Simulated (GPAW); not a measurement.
# O K ELNES/XANES of Ti2O (P-3m1) from DFT

How does the O K edge of Ti2O (P-3m1) move when the bonds are compressed or stretched?

Method: X-ray absorption from dipole matrix elements to empty bands, plane-wave PAW LDA, in GPAW 26.7.0.

### 1. The structure

It takes space group P-3m1 (No. 164, trigonal). Conventional cell: a = 2.919 Å, b = 2.919 Å, c = 4.713 Å, α = 90.00°, β = 90.00°, γ = 120.00°. Nearest to Ti lie 3 O at 2.14 Å. Nearest to O lie 6 Ti at 2.14 Å. Farther neighbours and most contacts between anions are not listed.

Structure file:

```xyz
3
Lattice="2.9194 0.0000 0.0000 -1.4597 2.5283 0.0000 0.0000 0.0000 4.7130" Properties=species:S:1:pos:R:3 pbc="T T T"
Ti    0.0000    1.6855    3.3993
Ti    1.4597    0.8428    1.3137
O     0.0000    0.0000    0.0000
```

### 2. The field without a hole

A plain self-consistent run shows whether there is a gap, which decides the set-up of the core-hole run.

File scf.py:

```python
import numpy as np
from ase import Atoms
from ase.parallel import parprint, paropen
from gpaw import GPAW, PW, FermiDirac, Mixer, MixerDif, setup_paths
from gpaw.test import gen
setup_paths.insert(0, '.')
gen('O', name='nch1s', xcname='LDA', corehole=(1, 0, 0), write_xml=True)
from gpaw.mpi import world
world.barrier()

atoms = Atoms('Ti2O',
    cell=[[2.9194, 0, 0],
     [-1.4597, 2.52827456, 0],
     [0, 0, 4.713]],
    scaled_positions=[[0.33333333, 0.66666667, 0.72126],
     [0.66666667, 0.33333333, 0.27874],
     [0, 0, 0]],
    pbc=True)
atoms.calc = calc = GPAW(legacy_gpaw=True, mode=PW(500), xc='LDA', setups={2: 'nch1s'},
    kpts={'size': (10, 10, 5), 'gamma': True}, occupations=FermiDirac(0.05),
    charge=0, mixer=Mixer(0.1, 5, 50), maxiter=150,
    convergence={'density': 0.0001}, txt='scf.txt')
energy = atoms.get_potential_energy() + calc.get_reference_energy()
ef = calc.get_fermi_level()
out = dict(energy=energy, fermi=ef, forces=atoms.get_forces().tolist())
parprint(f'all-electron energy {energy:.4f} eV, Fermi level {ef:.4f} eV')
ev = np.array([[calc.get_eigenvalues(k, s) for k in range(len(calc.get_ibz_k_points()))] for s in range(calc.get_number_of_spins())])
out['homo'], out['lumo'], out['counts'] = ev[ev < ef].max(), ev[ev > ef].min(), sorted(set((ev < ef).sum((0, 2)).tolist()))
out['filled'] = (ev[:, 0] < ef).sum(1).tolist()
import json
with paropen('out.json', 'w') as f:
    json.dump(out, f)
```

On the command line:

```console
$ OMP_NUM_THREADS=1 mpirun -n 2 gpaw python scf.py
```

Numbers of over 12 decimals in the logs are rounded to 6 here.

What it wrote:

```text
Input parameters:
  convergence: {density: 0.0001}
  kpts: {gamma: True,
         size: (10, 10, 5)}
  maxiter: 150
  mixer: {backend: pulay,
          beta: 0.1,
          method: separate,
          nmaxold: 5,
          weight: 50}
  mode: {ecut: 500.0,
         name: pw}
  occupations: {fixmagmom: False,
                name: fermi-dirac,
                width: 0.05}
  setups: {2: nch1s}

Initialize ...

[... PAW data sets ...]

Reference energy: -48375.806187  # eV

Spin-paired calculation

[... convergence settings ...]
Symmetries present (total): 4
  [... symmetry matrices ...]

500 k-points: 10 x 10 x 5 Monkhorst-Pack grid + [1/20,1/20,0.000000]
141 k-points in the irreducible part of the Brillouin zone
       k-points in crystal coordinates                weights
   0:     0.00000000    0.00000000    0.00000000          1/500
   1:     0.00000000    0.00000000    0.20000000          2/500
   2:     0.00000000    0.00000000    0.40000000          2/500
   3:     0.00000000    0.10000000   -0.40000000          2/500
   4:     0.00000000    0.10000000   -0.20000000          2/500
   5:     0.00000000    0.10000000    0.00000000          2/500
   6:     0.00000000    0.10000000    0.20000000          2/500
   7:     0.00000000    0.10000000    0.40000000          2/500
   8:     0.00000000    0.20000000   -0.40000000          2/500
   9:     0.00000000    0.20000000   -0.20000000          2/500
          ...
 140:     0.50000000    0.50000000    0.40000000          4/500

Wave functions: Plane wave expansion
  Cutoff energy: 500.000 eV
  Number of coefficients (min, max): 871, 898
  Pulay-stress correction: 0.000000 eV/Ang^3 (de/decut=0.000000)
  Using FFTW library
  Wavefunction extrapolation:
    Improved wavefunction reuse through dual PAW basis

Occupation numbers: Fermi-Dirac:
  width: 0.0500  # eV

Eigensolver
   Davidson(niter=2)

Densities:
  Coarse grid: 16*16*25 grid
  Fine grid: 32*32*50 grid
  Total Charge: 0.000000

Density mixing:
  Method: separate
  Backend: pulay
  Linear mixing parameter: 0.1
  old densities: 5
  Width of damping distribution: 1.1
  Damping of long wavelength oscillations: 50

[... Hamiltonian set-up ...]
Number of atoms: 3
Number of atomic orbitals: 30
Number of bands in calculation: 22
Number of valence electrons: 30
Bands to converge: occupied

... initialized

Initializing position-dependent things.

Density initialized from atomic densities
Creating initial wave functions:
  22 bands from LCAO basis set

        Ti

           Ti

       O

Atomic positions and initial magnetic moments

Positions:
   0 Ti    -0.000000    1.685516    3.399298    ( 0.0000,  0.0000,  0.0000)
   1 Ti     1.459700    0.842758    1.313702    ( 0.0000,  0.0000,  0.0000)
   2 O      0.000000    0.000000    0.000000    ( 0.0000,  0.0000,  0.0000)

Unit cell:
           periodic     x           y           z      points  spacing
  1. axis:    yes    2.919400    0.000000    0.000000    16     0.1580
  2. axis:    yes   -1.459700    2.528275    0.000000    16     0.1580
  3. axis:    yes    0.000000    0.000000    4.713000    25     0.1885

  Lengths:   2.919400   2.919400   4.713000
  Angles:   90.000000  90.000000 120.000000

Effective grid spacing dv^(1/3) = 0.1758

iter:   1   -27.473875
iter:   2   -26.898573   -1.18  -1.17
iter:   3   -26.243432   -0.63  -1.26
iter:   4   -26.238765   -1.62  -1.58
iter:   5   -26.219041   -1.61  -1.63
iter:   6   -26.244748   -1.69  -1.99
iter:   7   -26.219966   -2.43  -2.18
iter:   8   -26.218152   -2.87  -2.59
iter:   9   -26.217869c  -3.86  -2.98
iter:  10   -26.217818c  -3.83  -3.14
iter:  11   -26.217796c  -5.14  -3.59
iter:  12   -26.217787c  -5.34  -3.61
iter:  13   -26.217810c  -5.06  -3.71
iter:  14   -26.217797c  -5.56  -3.70
iter:  15   -26.217801c  -6.54  -4.07c
iter:  16   -26.217799c  -6.02  -4.19c
iter:  17   -26.217797c  -6.12  -4.41c
iter:  18   -26.217797c  -7.52c -5.04c

Converged after 18 iterations.

Dipole moment: (-0.000000, 0.000000, 0.000000) |e|*Ang

Energy contributions relative to reference atoms: (reference = -48375.806187)

Kinetic:        +26.260719
Potential:      -25.174957
External:        +0.000000
XC:             -27.210459
Entropy (-ST):   -0.007168
Local:           -0.089518
SIC:             +0.000000
--------------------------
Free energy:    -26.221381
Extrapolated:   -26.217797

Showing only first 2 kpts
 Kpt  Band  Eigenvalues  Occupancy
  0    13     10.16903    1.99931
  0    14     10.92612    0.00153
  0    15     11.00738    0.00030
  0    16     11.00738    0.00030

  1    13      9.77879    2.00000
  1    14     10.91970    0.00174
  1    15     10.91972    0.00174
  1    16     11.37490    0.00000

Fermi level: 10.56732

No gap
No difference between direct/indirect transitions

Forces in eV/Ang:
  0 Ti    0.00000   -0.00001    1.42609
  1 Ti    0.00000    0.00001   -1.42609
  2 O     0.00000    0.00000    0.00000
Scalar-relativistic atomic LDA calculation for O (Oxygen, Z=8)
Core hole in 1s state (1s occupation: 2.0)
300 radial gridpoints.
|------------------------------------------------|
|------------------------------------------------|
[... the atom generator's iteration count ...]

Energy contributions:
-------------------------
Kinetic:      +74.266897
XC:            -7.772280
Potential:   -141.018865
-------------------------
Total:        -74.524248

state      eigenvalue         ekin         rmax
-----------------------------------------------
1s^2.0 :   -18.772897    28.821965        0.130
2s^2.0 :    -0.872866     3.204810        0.874
2p^4.0 :    -0.337925     2.553337        0.813
-----------------------------------------------
(units: Bohr and Hartree)

Generating PAW setup
Kinetic energy of the core from tauc = 57.689706
Cutoffs:
rc(s)=1.300
rc(p)=1.130
rc(d)=1.170
rc(vbar)=1.300
rc(comp)=1.260
rc(nct)=1.300

Kinetic energy of the core states: 57.643930
Charge: 0.0
Core electrons: 2.0
Valence electrons: 6.0
Pseudo-core charge: 0.000776
Shape function alpha=6.299
Pseudo-electron charge 5.666261
state    eigenvalue         norm
--------------------------------
2s(2) :    -0.872866     1.079797
*s    :     0.127134
2p(4) :    -0.337925     0.876472
*p    :     0.662075
*d    :     0.000000
--------------------------------

Diagonalizing with gridspacing h=0.050

state   all-electron     PAW
-------------------------------
2s:      -0.872866    -0.873954
2p:      -0.337925    -0.341740
*d:                    0.050276
*f:                    0.077289
-------------------------------
all-electron energy -48402.0240 eV, Fermi level 10.5673 eV
```

Run time: 33 s. Hardware: 2 MPI ranks of Arm Neoverse V1, shared host; peak memory 0.21 GiB.

The mesh shows no gap, so the system is treated as a metal and the core electron is put at the Fermi level (neutral cell).

### 3. Supercell without a hole, the energy reference

The photon energy needs a difference of total energies, so the cell and mesh of the coming hole run are first run without a hole.

Changes to scf.py since step 2:

```diff
@@ -10,12 +10,21 @@
 
-atoms = Atoms('Ti2O',
-    cell=[[2.9194, 0, 0],
-     [-1.4597, 2.52827456, 0],
-     [0, 0, 4.713]],
-    scaled_positions=[[0.33333333, 0.66666667, 0.72126],
-     [0.66666667, 0.33333333, 0.27874],
-     [0, 0, 0]],
+atoms = Atoms('Ti8O4',
+    cell=[[-2.9194, 0, -4.713],
+     [2.9194, 0, -4.713],
+     [2.9194, -5.05654913, 0]],
+    scaled_positions=[[0.47270333, 0.80603667, 0.66666667],
+     [0.47270333, 0.80603667, 0.16666667],
+     [0.97270333, 0.30603667, 0.66666667],
+     [0.97270333, 0.30603667, 0.16666667],
+     [0.52729667, 0.19396333, 0.83333333],
+     [0.52729667, 0.19396333, 0.33333333],
+     [0.02729667, 0.69396333, 0.83333333],
+     [0.02729667, 0.69396333, 0.33333333],
+     [0, 0, 0],
+     [0, 0, 0.5],
+     [0.5, 0.5, 0],
+     [0.5, 0.5, 0.5]],
     pbc=True)
-atoms.calc = calc = GPAW(legacy_gpaw=True, mode=PW(500), xc='LDA', setups={2: 'nch1s'},
-    kpts={'size': (10, 10, 5), 'gamma': True}, occupations=FermiDirac(0.05),
+atoms.calc = calc = GPAW(legacy_gpaw=True, mode=PW(500), xc='LDA', setups={8: 'nch1s'},
+    kpts={'size': (4, 4, 4), 'gamma': True}, occupations=FermiDirac(0.1),
     charge=0, mixer=Mixer(0.1, 5, 50), maxiter=150,
```

What it wrote:

```text
Input parameters:
  convergence: {density: 0.0001}
  kpts: {gamma: True,
         size: (4, 4, 4)}
  maxiter: 150
  mixer: {backend: pulay,
          beta: 0.1,
          method: separate,
          nmaxold: 5,
          weight: 50}
  mode: {ecut: 500.0,
         name: pw}
  occupations: {fixmagmom: False,
                name: fermi-dirac,
                width: 0.1}
  setups: {8: nch1s}

Initialize ...

[...]
<dir> UserWarning: Initial realspace grid (30,30,32) inconsistent with symmetries.
  warnings.warn(
<dir> UserWarning: Using symmetrized grid: (32,32,32).

  warnings.warn('Using symmetrized grid: ({},{},{}).\n'.format(*N_c))
<dir> UserWarning: Initial realspace grid (30,30,32) inconsistent with symmetries.
  warnings.warn(
<dir> UserWarning: Using symmetrized grid: (32,32,32).

  warnings.warn('Using symmetrized grid: ({},{},{}).\n'.format(*N_c))
all-electron energy -193608.0812 eV, Fermi level 10.5883 eV
[key lines of the parts left out:]
Converged after 23 iterations.
Dipole moment: (-0.000000, 0.000000, -0.000000) |e|*Ang
Free energy:   -104.918686
Fermi level: 10.58831
```

Wall time 2.5 min (2 MPI ranks); peak memory 0.37 GiB.

Reference energy: -193608.081 eV with the cores included.

[end of part 1 of 3]

[Banner, clock and machine lines of the logs are left out without a mark of their own.]

[Logs are printed without paths, hosts, clocks, repeated set-up lines and the standing remarks that a program may print on its own settings, such as how far it seeks lower states.]

[Hosts, paths, dates, database ids (printed as entryN), source tags and the programs' standing remarks are cut or masked in the printed files.]

[Lists of maxima count a maximum above −3 eV only where it reaches 4 % of the highest in the window and stands out from its surroundings by 2 % of it (1.5 % where it reaches 55 %); shoulders and weaker maxima are passed over, and of the rest the first, up to two pre-edge ones and the few strongest are named.]
